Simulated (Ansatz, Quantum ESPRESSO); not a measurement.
# ErBi (Fm-3m): zone-centre phonons, part 2 of 2

Wanted: the vibrations of ErBi (Fm-3m) at Γ, by two programs.

Quantum ESPRESSO 7.5; DFT PBEsol, scalar-relativistic, plane waves, PseudoDojo norm-conserving, 4f in core pseudopotentials.

So far. Step 5 (Zone-centre response): The acoustic modes at Γ come out as far as 4.7 cm⁻¹ from zero, where they should vanish, a small numerical error. The relaxed cell has a = 6.166 Å (conventional setting).

### Step 6. Modes with the sum rule

A rigid shift of the crystal must cost nothing, but grids and finite bases break this; the acoustic sum rule is imposed before the matrix is diagonalised again.

Contents of dynmat.in:

```
 &input
    fildyn='g.dyn',
    asr='simple',
    fileig='dynmat.eig',
 /
```

Launch:

```console
$ dynmat.x -in dynmat.in > dynmat.out
```

Numbers of over 12 decimals in the logs are rounded to 6 here.

The program printed:

```text
[banner, memory and clock lines left out]
Program DYNMAT v.7.5

     Reading Dynamical Matrix from file g.dyn
     ...Force constants read
     ...epsilon and Z* not read (not found on file)
     A direction for q was not specified:TO-LO splitting will be absent

     Polarizability (A^3 units)
     multiply by 1.000000 for Clausius-Mossotti correction
         0.000000    0.000000    0.000000
         0.000000    0.000000    0.000000
         0.000000    0.000000    0.000000

     IR activities are in (D/A)^2/amu units

# mode   [cm-1]    [THz]      IR
    1      0.00    0.0000    0.0000
    2      0.00    0.0000    0.0000
    3      0.00    0.0000    0.0000
    4    124.33    3.7272    0.0000
    5    124.33    3.7272    0.0000
    6    124.33    3.7272    0.0000
```

Elapsed: 0.46 s, on 1 thread of Arm Neoverse V2, shared host.

Numbers from this step:

- highest optical zone-centre mode (no LO-TO term): 124.3 cm⁻¹
- lowest optical zone-centre mode: 124.3 cm⁻¹

Unit eigenvectors of the mass-weighted matrix after the sum rule; no LO-TO term. The modes at Γ (shares of kinetic energy by element, %):

```csv
mode,frequency (cm⁻¹),symmetry,Er %,Bi %
1,0.0,acoustic,44,56
2,0.0,acoustic,44,56
3,0.0,acoustic,44,56
4,124.3,T1u,56,44
5,124.3,T1u,56,44
6,124.3,T1u,56,44
```

Displacements in mode 4 (124.3 cm⁻¹), the largest set to 1:
```
Er1  0.00  1.00  0.20
Bi2  0.00 -0.80 -0.16
```

The rule moves no optical mode by more than 0.1 cm⁻¹.

### Step 7. Sum rules set otherwise (asr no)

Without the rule the raw error of the acoustic modes shows.

Contents of dynmat.in:

```
 &input
    fildyn='g.dyn',
    asr='no',
    fileig='dynmat.eig',
 /
```

Launch:

```console
$ dynmat.x -in dynmat.in > dynmat.out
```

The program printed:

```text
[banner, memory and clock lines left out]
Program DYNMAT v.7.5

     Reading Dynamical Matrix from file g.dyn
     ...Force constants read
     ...epsilon and Z* not read (not found on file)
     A direction for q was not specified:TO-LO splitting will be absent

     Polarizability (A^3 units)
     multiply by 1.000000 for Clausius-Mossotti correction
         0.000000    0.000000    0.000000
         0.000000    0.000000    0.000000
         0.000000    0.000000    0.000000

     IR activities are in (D/A)^2/amu units

# mode   [cm-1]    [THz]      IR
    1     -4.67   -0.1399    0.0000
    2     -4.67   -0.1399    0.0000
    3     -4.67   -0.1399    0.0000
    4    124.25    3.7248    0.0000
    5    124.25    3.7248    0.0000
    6    124.25    3.7248    0.0000
```

Elapsed: 0.46 s, on 1 thread.

This step gave:

```yaml
highest_optical_zone_centre_mode_no_lo_to_term: 124.2 cm⁻¹
lowest_optical_zone_centre_mode: 124.2 cm⁻¹
```

Zone-centre frequencies as printed; negative means imaginary. Modes:

```csv
mode,frequency (cm⁻¹)
1,-4.67
2,-4.67
3,-4.67
4,124.2
5,124.2
6,124.2
```

Against the first rule no mode moves by more than 4.7 cm⁻¹.

### Step 8. Sum rules set otherwise (asr crystal)

The rule can be imposed in more than one way; the choices should agree where the raw error is small.

Contents of dynmat.in:

```
 &input
    fildyn='g.dyn',
    asr='crystal',
    fileig='dynmat.eig',
 /
```

Launch:

```console
$ dynmat.x -in dynmat.in > dynmat.out
```

The program printed:

```text
[banner, memory and clock lines left out]
Program DYNMAT v.7.5

     Reading Dynamical Matrix from file g.dyn
     ...Force constants read
     ...epsilon and Z* not read (not found on file)
     Acoustic Sum Rule: || Z*(ASR) - Z*(orig)|| =    0.000000E+00
     Acoustic Sum Rule: ||dyn(ASR) - dyn(orig)||=    6.429190E-04
     A direction for q was not specified:TO-LO splitting will be absent

     Polarizability (A^3 units)
     multiply by 1.000000 for Clausius-Mossotti correction
         0.000000    0.000000    0.000000
         0.000000    0.000000    0.000000
         0.000000    0.000000    0.000000

     IR activities are in (D/A)^2/amu units

# mode   [cm-1]    [THz]      IR
    1     -0.00   -0.0000    0.0000
    2      0.00    0.0000    0.0000
    3      0.00    0.0000    0.0000
    4    124.24    3.7246    0.0000
    5    124.24    3.7246    0.0000
    6    124.24    3.7246    0.0000
```

Elapsed: 0.46 s, on 1 thread.

Zone-centre frequencies as printed; negative means imaginary. Modes:

```
mode  frequency (cm⁻¹)
   1                 0
   2                 0
   3                 0
   4             124.2
   5             124.2
   6             124.2
```

Against the first rule no mode moves by more than 0.1 cm⁻¹.

### Step 9. A second program

The same cell goes through another code at the same cutoff. The potentials differ. Its k mesh is centred on Γ.

This step: DFT PBEsol, scalar-relativistic, plane waves, norm-conserving pseudopotentials, 4f in core (Ansatz 0.2.0).

Contents of input.yaml:

```yaml
crystal:
  lattice:
    - [-3.083111025, 0.0, 3.083111025]
    - [0.0, 3.083111025, 3.083111025]
    - [-3.083111025, 3.083111025, 0.0]
  atoms:
    - { symbol: Er, position: [0.5, 0.5, 0.5] }
    - { symbol: Bi, position: [0.0, 0.0, 0.0] }
kpoints:
  mp_grid: { grid: [8, 8, 8] }
hamiltonian:
  xc: pbesol
  pseudopotentials:
    kind: nc
    azcp: { Er: "pseudopotentials/pbe/nc/lanthanide_3plus/Er.nc.azcp" }
    accuracy: standard
scf:
  occupations: { method: cold, width: 0.27211 }
output:
  eigenvalues: true
basis:
  ecutwfc: 789.13
phonons:
  method: dfpt
```

Launch:

```console
$ ansatz run input.yaml --threads 4 --pin off --max-ram 8192MiB --backend cpu --events-out ev --progress --plain --runs-dir out
```

The program printed:

```text
Warning: basis.ecutwfc = 789.13 eV is below the records' recommended 897.975746 eV, and the density's cutoff is lower with it unless basis.ecutrho_ratio is high enough to keep the records' density cutoff: compare with a run at a higher cutoff
Warning: <dir> the record states the generating functional pbe (its physics header spells it `PBE`), which answers neither for hamiltonian.xc's functional nor for the pbesol family's — results may be inconsistent (PPs are generated against a specific XC)
Engine: ansatz 0.2.0, aarch64-unknown-linux-gnu
Pseudopotentials: kind: nc
Pseudopotential: Er, nc, valence charge 11, recommended cutoff 761.918815 eV (normal), <dir>
Pseudopotential: Bi, nc, valence charge 15, recommended cutoff 897.975746 eV (normal), Bi.nc.azcp (PseudoDojo's, or run here from an input of PseudoDojo's; its table is named by hamiltonian.pseudopotentials.accuracy)
Functional definition: PBEsol
  exchange = pbesol_x
  correlation = pbesol_c
Crystal: 2 atoms, lattice volume = 58.613 Å³
Basis set: ecut = 789.13 eV, 2891 PW (Γ), exchange–correlation on 80×80×80 points (8 copies of the dense FFT grid, shifted against one another)
Bands: 17, of which v1, the nominal top of the filled ones, is band 13 counted from 1 (12 counted from 0)
Symmetry: 48 space group operations
k-points: 59 of 512 (irreducible under 8 space group operations, time reversal used)
Non-local potential: Er, projectors of the file, l = 0: 2, l = 1: 2, l = 2: 2, l = 3: 1
Non-local potential: Bi, projectors of the file, l = 0: 2, l = 1: 2, l = 2: 2, l = 3: 2
Initial density: superposition of atomic densities (chi_scale 0.1, normalization cell, long waves kept (reshape's long-wave potential 0.00 eV rms))
Initial wavefunctions: pseudopotential atomic-orbital guess
Functional: x = pbesol(κ = 0.804, μ = 0.123457), c = pbesol(β = 0.046)
SCF iter   1: F=—  HF=-3450.125989 eV  |F-HF|=—  |Δ(HF+E_count)|=         —  Δρ=3.20e-2  dr2=6.68e-1  ethr=3.10e-3  ⟨swp⟩=5.0  Hψ=4226  notcnv=0
preconditioner: auto → Kerker (q_TF=auto, 2.383 Å⁻¹)  [metal: Δε(μ)=0.075 eV  Ē_g=6.717 eV  σ=0.272 eV  W_gap=0.19  n_scr=14 (ndim 8)  ℏωp=13.7 eV  f_vac=0.000  D(μ)=0.45/eV (n_scr^D=0)]
SCF iter   2: F=—  HF=-3449.938890 eV  |F-HF|=—  |Δ(HF+E_count)|=   1.87e-1  S|Δr|=    0.00e0  Δρ=1.71e-2  dr2=1.85e-1  ethr=2.57e-3  ⟨swp⟩=1.0  Hψ=1475  notcnv=0
SCF iter   3: F=—  HF=-3449.891458 eV  |F-HF|=—  |Δ(HF+E_count)|=   4.74e-2  S|Δr|=    0.00e0  Δρ=3.57e-3  dr2=4.15e-3  ethr=7.10e-4  ⟨swp⟩=2.0  Hψ=1548  notcnv=0
SCF iter   4: F=—  HF=-3449.891971 eV  |F-HF|=—  |Δ(HF+E_count)|=   5.13e-4  S|Δr|=    0.00e0  Δρ=1.96e-3  dr2=1.19e-3  ethr=1.60e-5  ⟨swp⟩=2.0  Hψ=1775  notcnv=0
SCF iter   5: F=—  HF=-3449.891461 eV  |F-HF|=—  |Δ(HF+E_count)|=   5.10e-4  S|Δr|=    0.00e0  Δρ=4.13e-4  dr2=6.07e-5  ethr=4.58e-6  ⟨swp⟩=2.0  Hψ=1355  notcnv=0
SCF iter   6: F=—  HF=-3449.891444 eV  |F-HF|=—  |Δ(HF+E_count)|=   1.70e-5  S|Δr|=    0.00e0  Δρ=5.30e-5  dr2=2.05e-6  ethr=2.33e-7  ⟨swp⟩=2.2  Hψ=1460  notcnv=0
SCF iter   7: F=—  HF=-3449.891444 eV  |F-HF|=—  |Δ(HF+E_count)|=   2.96e-7  S|Δr|=    0.00e0  Δρ=9.44e-6  dr2=6.51e-8  ethr=7.87e-9  ⟨swp⟩=2.7  Hψ=1609  notcnv=0
SCF iter   8: F=—  HF=-3449.891444 eV  |F-HF|=—  |Δ(HF+E_count)|=   6.59e-9  S|Δr|=    0.00e0  Δρ=1.51e-6  dr2=9.23e-10  ethr=2.50e-10  ⟨swp⟩=2.4  Hψ=1388  notcnv=0
SCF iter   9: F=—  HF=-3449.891444 eV  |F-HF|=—  |Δ(HF+E_count)|=  2.15e-10  S|Δr|=    0.00e0  Δρ=2.36e-7  dr2=1.26e-11  ethr=3.55e-12  ⟨swp⟩=2.1  Hψ=1782  notcnv=0
SCF iter  10: F=-3449.891444 eV  HF=-3449.891444 eV  |F-HF|=9.09e-13  |Δ(HF+E_count)|=  1.36e-12  S|Δr|=    0.00e0  Δρ=3.62e-8  dr2=4.24e-13  ethr=1.00e-12  ⟨swp⟩=7.6  Hψ=5492  notcnv=0
SCF 1 converged in 10 iterations: F = -3449.891444 eV  dr2 = 4.24e-13
DFPT response loops at Γ: preconditioner auto → Kerker (q_TF=auto, 2.383 Å⁻¹) (partly filled bands, converged f_vac=0.000); β = 1.00, the filter's whole step (`scf.mixing.beta` (0.50) is not read by the response loops under this deck's `scf.mixing.preconditioner`; to damp them name `kerker` or `kerker_dos`, under which they read `scf.mixing.beta`, and type it under 1.00, their step now; both keys bind the ground state too); Broyden in place of MSR1
SCF converged after 10 iterations
Stability not checked: this state was not tested for a lower state beside it, because cold or Methfessel-Paxton smearing, or corrected tetrahedra, fill the levels in a way that the test cannot read (fill_not_monotonic; see scf.lower_state_search)
Free energy (F): -3449.891444 eV
Harris-Foulkes:  -3449.891444 eV  (|F-HF|=9.09e-13)
Internal energy: -3449.887090 eV  (E = F + TS)
E sigma→0 (E₀):  -3449.889993 eV
Entropy (-TS):   -0.004354 eV (-2.177 meV/atom)
Fermi energy:    11.487421 eV
Step filling:    the computed levels leave a gap of 0.0000 eV = 0.0 smearing widths at the electron count; against every level under it full and every level over it empty, smearing changes F+E_penalty+E_count by -2.697 meV and its σ→0 estimate by -1.245 meV
--- Per-component energies (eV) ---
  E_band       = -210.845262
  E_kinetic    = 1363.018899
  E_local      = -1857.989690  (includes V_loc(G=0)·N_el)
  E_nonlocal   = -419.375723
  E_hartree    = 626.122679
  E_xc         = -889.499087
  E_vxc        = -548.744111  (∫ρ·V_xc dr)
  E_ewald      = -2272.164167
  E_smearing   = -0.004354  (= −TS)
  E_closure    = -0.000000  (closes the sum)
  Σ components = -3449.891444   (vs F -3449.891444, Δ=0.00e0)
--- Band table (eV; the first three rows and the last of 59) ---
  k-point 0: bands = [... 9 lower, -0.1963, 12.4092, 12.4092, 12.4092, 12.5398, 12.5398, 12.5398, 13.3814]
  k-point 1: bands = [... 9 lower, -0.0398, 10.5660, 11.3762, 11.3762, 12.8248, 12.8248, 12.8451, 14.5620]
  k-point 2: bands = [... 9 lower, 0.3808, 8.6582, 10.3825, 10.3825, 12.9937, 13.3019, 13.3019, 16.2771]
  k-point 58: bands = [... 9 lower, 0.8651, 8.2865, 10.6751, 10.6751, 10.9247, 13.5965, 14.2615, 15.0943]
--- Phonons (Γ-DFPT): 2 representative perturbations + reference, on 59 of 512 k-points (Σ response iterations 6) ---
  k mesh reduced under 8 symmetry operations, with k and −k counted as one. Each operation leaves every solved perturbation unchanged. A smaller set is not used because it would not reduce the number of displacements times k-points to solve
  ASR residual: 5.201e-5 → 0.000e0 eV/Å²; symmetrization residual: 8.314e-6 eV/Å²
  ASR residual per site (eV/Å²): 3.09e-5 5.20e-5
  Γ frequencies (cm⁻¹): 0.00 0.00 0.00 124.04 124.04 124.04
  non-analytic LO–TO correction: not included (Born effective charges unavailable; polar crystals: no LO–TO splitting at Γ)
```

Elapsed: 7.3 s, on 4 threads; peak memory 0.79 GiB; 28 s of CPU time.

Numbers from this step:

```
sum-rule residual before enforcement             : 5.20e-5 eV/Å²
highest optical zone-centre mode (no LO-TO term) : 124.0 cm⁻¹
lowest optical zone-centre mode                  : 124.0 cm⁻¹
```

### Step 10. The two compared: QE PseudoDojo and Ansatz, library NC

Numbers from this step:

```
root-mean-square difference : 0.29 cm⁻¹
largest difference          : 0.29 cm⁻¹
```

Frequencies side by side, by row:

```csv
q (reciprocal lattice),mode,QE PseudoDojo (cm⁻¹),"Ansatz, library NC (cm⁻¹)"
0 0 0,1,0,0
0 0 0,2,0,0
0 0 0,3,0,0
0 0 0,4,124.3,124
0 0 0,5,124.3,124
0 0 0,6,124.3,124
```

At the zone centre the largest difference (acoustic modes at Γ apart) is 0.2 % of the highest mode.

### Step 11. Results

```yaml
space_group_after_relaxation: Fm-3m
volume_per_atom: 29.3 Å³
highest_optical_zone_centre_mode_no_lo_to_term: 124.3 cm⁻¹
imaginary_optical_modes_at_the_zone_centre_no_q_mesh_in_this_session: none
largest_difference_from_ansatz_library_nc: 0.29 cm⁻¹
```

In words: At the PBEsol level the optical modes of ErBi (Fm-3m) at the zone centre lie at 124 cm⁻¹. QE PseudoDojo and Ansatz, library NC agree to 0.29 cm⁻¹ (0.2 % of the highest mode compared) on all solved modes but the acoustic ones at Γ, without the LO-TO term. These are harmonic frequencies at zero temperature: anharmonic shifts and linewidths and thermal expansion are left out. Spin-orbit coupling is left out, which can matter for the heavy elements here. In a metal the frequencies hang on the k mesh and the smearing, most of all near Kohn anomalies. The 4f electrons are frozen in the core as for a trivalent ion, in files made for PBE, so their moments and any magnetic order are left out. The relaxation ran at 58 Ry, under the 66 Ry recommended for these files; the stress of so short a basis can leave the cell about one per cent too small. Ansatz warns that the cutoff lies 12 % under the one recommended for these files; agreement at one cutoff is not convergence. The total energies of the two programs lie far apart, so at least one potential file in Ansatz's library differs from the published one read by the first program.

[Host names and launcher messages were left out of these logs when they were recorded.]

[Logs are printed without paths, hosts, clocks, repeated set-up lines and the standing remarks that a program may print on its own settings, such as how far it seeks lower states.]

[Hosts, paths, dates, database ids (printed as entryN), source tags and the programs' standing remarks are cut or masked in the printed files.]
